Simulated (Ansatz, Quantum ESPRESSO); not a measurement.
**BiPd (P6_3/mmc): electron–phonon coupling with Quantum ESPRESSO**

Aim: mode couplings and λ of BiPd (P6_3/mmc) by double-delta sums in Quantum ESPRESSO. The first relaxation steps of the session are not shown, so no cell shown is the starting entry, unless a step says so.

Program: Ansatz 0.2.0 and Quantum ESPRESSO 7.5. Level of theory: DFT PBEsol, scalar-relativistic, plane waves, PAW, in the first sound run; inputs show where later runs differ. Results are calculated unless marked as measured.

Report form: the programs' logs are mostly left out.

In doubt: a PseudoDojo file used here is known to give poor structures and forces (steps 3, 4), which bears on pressures, cells, forces and phonons.

### 1. The cell after earlier relaxation steps

The structure is hexagonal, space group P6_3/mmc (No. 194). The conventional cell has a = 4.258 Å, b = 4.258 Å, c = 5.625 Å, α = 90.00°, β = 90.00°, γ = 120.00°. Nearest to Bi lie 6 Pd at 2.83 Å. Nearest to Pd lie 2 Pd at 2.81 Å and 6 Bi at 2.83 Å. Farther neighbours are not listed.

### 2. Tight relaxation

Phonons are second derivatives about the minimum, so the remaining forces must be small: the thresholds are tightened. Earlier relaxation steps are not shown.

Input file input.yaml:

```yaml
crystal:
  lattice:
    - [4.2582207729, 0.0, 0.0]
    - [-2.1291103865, 3.6877273643, 0.0]
    - [0.0, 0.0, 5.6249195665]
  atoms:
    - { symbol: Bi, position: [0.3333333333, 0.6666666667, 0.25] }
    - { symbol: Bi, position: [0.6666666667, 0.3333333333, 0.75] }
    - { symbol: Pd, position: [0.0, 0.0, 0.0] }
    - { symbol: Pd, position: [0.0, 0.0, 0.5] }
kpoints:
  mp_grid: { grid: [9, 9, 6] }
hamiltonian:
  xc: pbesol
scf:
  occupations: { method: methfessel_paxton, width: 0.2 }
output:
  forces: true
  stress: true
  eigenvalues: true
relax:
  adjacent_minimum: "off"
  f_tol: 0.001
  max_steps: 60
  cell: { stress_tol: 0.01 }
```

Launch:

```bash
ansatz run input.yaml --threads 8 --pin off --max-ram 16384MiB --backend cpu --events-out ev --progress --plain --runs-dir out
```

Wall time 9.8 s (8 threads of Arm Neoverse N1, shared host); peak memory 0.57 GiB.

Little changed from the start: no atom moved by 0.005 Å and no cell edge by 0.1 %.

This step gave:

* pressure: 3.50e-4 GPa
* volume per atom: 22.08 Å³
* metallic on mesh: yes
* gap on the k-mesh: 0 eV

The largest force is now zero by symmetry and the largest stress component 0.0020 GPa, small enough for phonons.

### 3. Matrix elements on the k mesh: PseudoDojo files, cutoff 1115.67 eV, Fermi–Dirac smearing of 0.1 eV

The exported deformation potentials allow the same Gaussian double-delta sums that other programs print.

This step: DFT PBEsol, scalar-relativistic, plane waves, PseudoDojo norm-conserving pseudopotentials (Ansatz 0.2.0).

Input file input.yaml:

```yaml
crystal:
  lattice:
    - [4.2576542658, 0.0, 0.0]
    - [-2.1288271329, 3.6872367547, 0.0]
    - [0.0, 0.0, 5.6248278959]
  atoms:
    - { symbol: Bi, position: [0.3333333333, 0.6666666667, 0.25] }
    - { symbol: Bi, position: [0.6666666667, 0.3333333333, 0.75] }
    - { symbol: Pd, position: [0.0, 0.0, 0.0] }
    - { symbol: Pd, position: [0.0, 0.0, 0.5] }
kpoints:
  mp_grid: { grid: [6, 6, 4] }
hamiltonian:
  xc: pbesol
  pseudopotentials: { kind: nc, accuracy: standard }
scf:
  occupations: { method: fermi_dirac, width: 0.1 }
  n_extra_bands: 22
output:
  eigenvalues: true
basis:
  ecutwfc: 1115.667
phonons:
  method: dfpt
  qmesh: [2, 2, 2]
  temperatures: { t_max: 1000, t_step: 50 }
  qpath:
    path:
      - [[0.0, 0.0, 0.0], [0.5, 0.0, 0.0], [0.33333333, 0.33333333, 0.0], [0.0, 0.0, 0.0], [0.0, 0.0, 0.5], [0.5, 0.0, 0.5], [0.33333333, 0.33333333, 0.5], [0.0, 0.0, 0.5]]
      - [[0.5, 0.0, 0.5], [0.5, 0.0, 0.0]]
      - [[0.33333333, 0.33333333, 0.5], [0.33333333, 0.33333333, 0.0]]
    npoints: 10
  electron_phonon_deformation_potentials: { window_half_width: 2.5 }
```

Run time: 7.6 min. Hardware: 8 threads; peak memory 4.5 GiB; 55 min of CPU time.

Numbers from this step:

```yaml
zero_point_energy: 0.07408 eV/cell
share_of_imaginary_modes_in_the_plain_interpolation_between_solved_wavevectors: 0
highest_frequency_solved_or_plainly_interpolated: 192.5 cm⁻¹
debye_temperature_second_moment: 199 K
```

Allen's double-delta sum on the run's k mesh, delta = exp(-(x/sigma)^2)/(sigma sqrt(pi)); at the zone centre the sum is no linewidth. Double-delta sums, the first 40 of 48 rows:

```
q1    q2    q3  star  mode  omega (meV)  lambda_q, sigma 0.05 eV  lambda_q, sigma 0.1 eV  lambda_q, sigma 0.2 eV  lambda_q, sigma 0.3 eV  lambda_q, sigma 0.4 eV  half width at sigma 0.2 (meV)  <D²> at sigma 0.2 ((eV/Å)²)  nesting at sigma 0.2 (1/eV²)
 0     0     0     1     1     -1.97e-7                        -                       -                       -                       -                       -                        1.22e-5                      2.09e-4                         2.806
 0     0     0     1     2      1.80e-7                        -                       -                       -                       -                       -                        1.22e-5                      2.09e-4                         2.806
 0     0     0     1     3      1.96e-7                        -                       -                       -                       -                       -                        1.22e-5                      2.09e-4                         2.806
 0     0     0     1     4        10.98                  0.01007                 0.06841                  0.1487                  0.1158                 0.08651                        0.06137                        1.051                         2.806
 0     0     0     1     5        10.98                  0.01007                 0.06841                  0.1487                  0.1158                 0.08651                        0.06137                        1.051                         2.806
 0     0     0     1     6        11.93                  6.58e-4                 0.07421                  0.1243                 0.08571                 0.05892                        0.06052                        1.036                         2.806
 0     0     0     1     7        11.93                  6.58e-4                 0.07421                  0.1243                 0.08571                 0.05892                        0.06052                        1.036                         2.806
 0     0     0     1     8        12.56                  1.11e-8                 0.01213                 0.05401                 0.05672                 0.06222                        0.02917                       0.4994                         2.806
 0     0     0     1     9        13.04                 1.42e-23                 5.74e-7                0.004237                 0.01383                 0.01718                       0.002467                      0.04223                         2.806
 0     0     0     1    10        17.81                 1.06e-11                 1.16e-5                 2.37e-4                 6.31e-4                0.001038                        2.58e-4                     0.004415                         2.806
 0     0     0     1    11        17.81                 1.06e-11                 1.16e-5                 2.37e-4                 6.31e-4                0.001038                        2.58e-4                     0.004415                         2.806
 0     0     0     1    12        23.11                  6.96e-9                0.007481                 0.03009                 0.02301                 0.01807                        0.05502                       0.9418                         2.806
 0     0  -0.5     1     1        6.491                  1.45e-5                0.001763                 0.01989                  0.0344                 0.04063                       0.002869                       0.1741                        0.7916
 0     0  -0.5     1     2        6.491                  1.45e-5                0.001763                 0.01989                  0.0344                 0.04063                       0.002869                       0.1741                        0.7916
 0     0  -0.5     1     3        6.491                  1.45e-5                0.001763                 0.01989                  0.0344                 0.04063                       0.002869                       0.1741                        0.7916
 0     0  -0.5     1     4        6.491                  1.45e-5                0.001763                 0.01989                  0.0344                 0.04063                       0.002869                       0.1741                        0.7916
 0     0  -0.5     1     5        10.29                  6.20e-5                 0.01131                  0.0284                 0.03827                 0.04344                        0.01029                       0.6242                        0.7916
 0     0  -0.5     1     6        10.29                  6.20e-5                 0.01131                  0.0284                 0.03827                 0.04344                        0.01029                       0.6242                        0.7916
 0     0  -0.5     1     7        15.86                  4.41e-5                0.009528                  0.0196                 0.02119                 0.02171                        0.01689                        1.025                        0.7916
 0     0  -0.5     1     8        15.86                  4.41e-5                0.009528                  0.0196                 0.02119                 0.02171                        0.01689                        1.025                        0.7916
 0     0  -0.5     1     9        15.86                  4.41e-5                0.009528                  0.0196                 0.02119                 0.02171                        0.01689                        1.025                        0.7916
 0     0  -0.5     1    10        15.86                  4.41e-5                0.009528                  0.0196                 0.02119                 0.02171                        0.01689                        1.025                        0.7916
 0     0  -0.5     1    11        17.37                  3.25e-4                 0.04808                 0.09145                 0.07571                 0.06261                        0.09447                        5.732                        0.7916
 0     0  -0.5     1    12        17.37                  3.25e-4                 0.04808                 0.09145                 0.07571                 0.06261                        0.09447                        5.732                        0.7916
 0  -0.5     0     3     1        5.204                   0.5509                  0.1687                  0.0628                 0.05822                 0.05918                       0.005823                       0.1453                         1.925
 0  -0.5     0     3     2        5.896                  5.27e-4                0.007497                 0.03226                 0.03558                 0.03896                        0.00384                      0.09584                         1.925
 0  -0.5     0     3     3        9.317                  2.03e-4                 0.02833                 0.08347                 0.08047                 0.07122                         0.0248                       0.6191                         1.925
 0  -0.5     0     3     4        9.343                 0.001881                0.003549                 0.01427                 0.02284                 0.02985                       0.004264                       0.1064                         1.925
 0  -0.5     0     3     5        10.74                  4.25e-5                0.004873                 0.01407                 0.01579                 0.01621                       0.005555                       0.1386                         1.925
 0  -0.5     0     3     6        11.45                  0.01888                0.008437                0.007335                 0.01434                 0.02003                       0.003294                      0.08222                         1.925
 0  -0.5     0     3     7        12.99                   0.4728                  0.1975                 0.07095                 0.04426                 0.03592                        0.04098                        1.023                         1.925
 0  -0.5     0     3     8        13.59                   0.1134                  0.0474                 0.03143                 0.02605                 0.02305                        0.01987                       0.4959                         1.925
 0  -0.5     0     3     9        15.16                  9.10e-5                 0.01033                 0.02513                 0.02496                 0.02403                        0.01978                       0.4936                         1.925
 0  -0.5     0     3    10        15.73                 0.002691                0.001518                0.002999                  0.0056                0.007387                       0.002539                      0.06338                         1.925
 0  -0.5     0     3    11        17.08                  0.08024                 0.02514                 0.00808                  0.0078                0.008996                       0.008072                       0.2015                         1.925
 0  -0.5     0     3    12        23.82                  1.43e-5                0.003539                 0.01111                0.008953                0.007763                        0.02158                       0.5387                         1.925
 0  -0.5  -0.5     3     1        6.745                 7.71e-10                 6.24e-4                0.008456                 0.03211                 0.04996                       0.001317                      0.07674                        0.8243
 0  -0.5  -0.5     3     2        6.745                 7.71e-10                 6.24e-4                0.008456                 0.03211                 0.04996                       0.001317                      0.07674                        0.8243
 0  -0.5  -0.5     3     3        7.049                  7.72e-5                 0.01888                 0.06294                 0.06367                 0.06396                        0.01071                       0.6238                        0.8243
 0  -0.5  -0.5     3     4        7.049                  7.72e-5                 0.01888                 0.06294                 0.06367                 0.06396                        0.01071                       0.6238                        0.8243
```

Mean over the q mesh without its centre; few wavevectors enter, so none of the widths can be taken as converged. Table of coupling constant λ, lambda by Gaussian width:

```
Gaussian width (eV)  coupling constant λ, lambda
              0.050                        0.533
              0.100                        0.312
              0.200                        0.405
              0.300                        0.408
              0.400                        0.411
```

Among the solved wavevectors the lowest mode, translations apart, is 42 cm⁻¹, so these are real on this k mesh.

### 4. Second program, ground state

ph.x needs a tightly converged ground state on the same k mesh; the cell is that of the step before.

This step: DFT PBEsol, scalar-relativistic, plane waves, PseudoDojo norm-conserving pseudopotentials (Quantum ESPRESSO 7.5).

Input file pw.in:

```
&control
   calculation = 'scf'
   prefix = 'x'
   outdir = './tmp'
   pseudo_dir = './pseudo'
   tprnfor = .true.
   tstress = .true.
/
&system
   ibrav = 4
   celldm(1) = 8.0458005
   celldm(3) = 1.32110959
   nat = 4
   ntyp = 2
   ecutwfc = 82.0
   ecutrho = 328.0
   occupations = 'smearing'
   smearing = 'fd'
   degauss = 0.00734986
   nbnd = 49
/
&electrons
   conv_thr = 1.0d-11
   mixing_beta = 0.5
/
ATOMIC_SPECIES
 Bi    208.9804  Bi.upf
 Pd    106.4200  Pd.upf
ATOMIC_POSITIONS crystal
 Bi     0.333333333   0.666666667   0.250000000
 Bi     0.666666667   0.333333333   0.750000000
 Pd     0.000000000   0.000000000   0.000000000
 Pd     0.000000000   0.000000000   0.500000000
K_POINTS automatic
 6 6 4 0 0 0
```

Launch:

```bash
OMP_NUM_THREADS=1 mpirun -n 8 pw.x -nk 8 -in pw.in > pw.x.log
```

Run time: 41 s. Hardware: 8 MPI ranks.

This step gave:

```
pressure : 0.5097 GPa
```

With these potentials, mesh and smearing the cell is at 0.51 GPa.

### 5. Phonons and couplings with ph.x: Fermi–Dirac smearing of 0.1 eV

ph.x gives each mode's frequency and linewidth; λ of a mode follows from Gaussian double-delta sums over the k mesh, here at four widths.

Input file ph.in:

```
phonons and couplings
&inputph
   prefix = 'x'
   outdir = './tmp'
   tr2_ph = 1.0d-15
   fildyn = 'x.dyn'
   fildvscf = 'dvscf'
   ldisp = .true.
   nq1 = 2
   nq2 = 2
   nq3 = 2
   electron_phonon = 'simple'
   el_ph_ngauss = 0
   el_ph_sigma = 0.00734986
   el_ph_nsigma = 4
   alpha_mix(1) = 0.5
   amass(1) = 208.9804
   amass(2) = 106.42
/
```

Launch:

```bash
OMP_NUM_THREADS=1 mpirun -n 8 ph.x -nk 8 -in ph.in > ph.x.log
```

It took 1.5 h on 8 MPI ranks.

The run was cut off at its time limit.

The run did not finish in the time allowed, so it gives no couplings or resistivity.

### 6. Results

* phonon run of the rows without a label of their own: PBEsol, q 2×2×2, k 6×6×4
* softest mode on the q mesh: 42 cm⁻¹ at q = (0.5, 0, 0)
* highest frequency, solved or plainly interpolated: 192 cm⁻¹
* coupling λ by Gaussian sums at 0.2 eV, Ansatz, PseudoDojo, cutoff 1116 eV, q 2×2×2, k 6×6×4: 0.405

In words: In the last run that gave them, λ from the Gaussian sums still varies by a factor of 1.3 between widths of 0.1 and 0.4 eV; these sums hold few wavevectors and leave out the zone centre. Spin–orbit coupling, left out here, matters for Bi.

[Logs are printed without paths, hosts, clocks, repeated set-up lines and the standing remarks that a program may print on its own settings, such as how far it seeks lower states.]

[Hosts, paths, dates, database ids (printed as entryN), source tags and the programs' standing remarks are cut or masked in the printed files.]
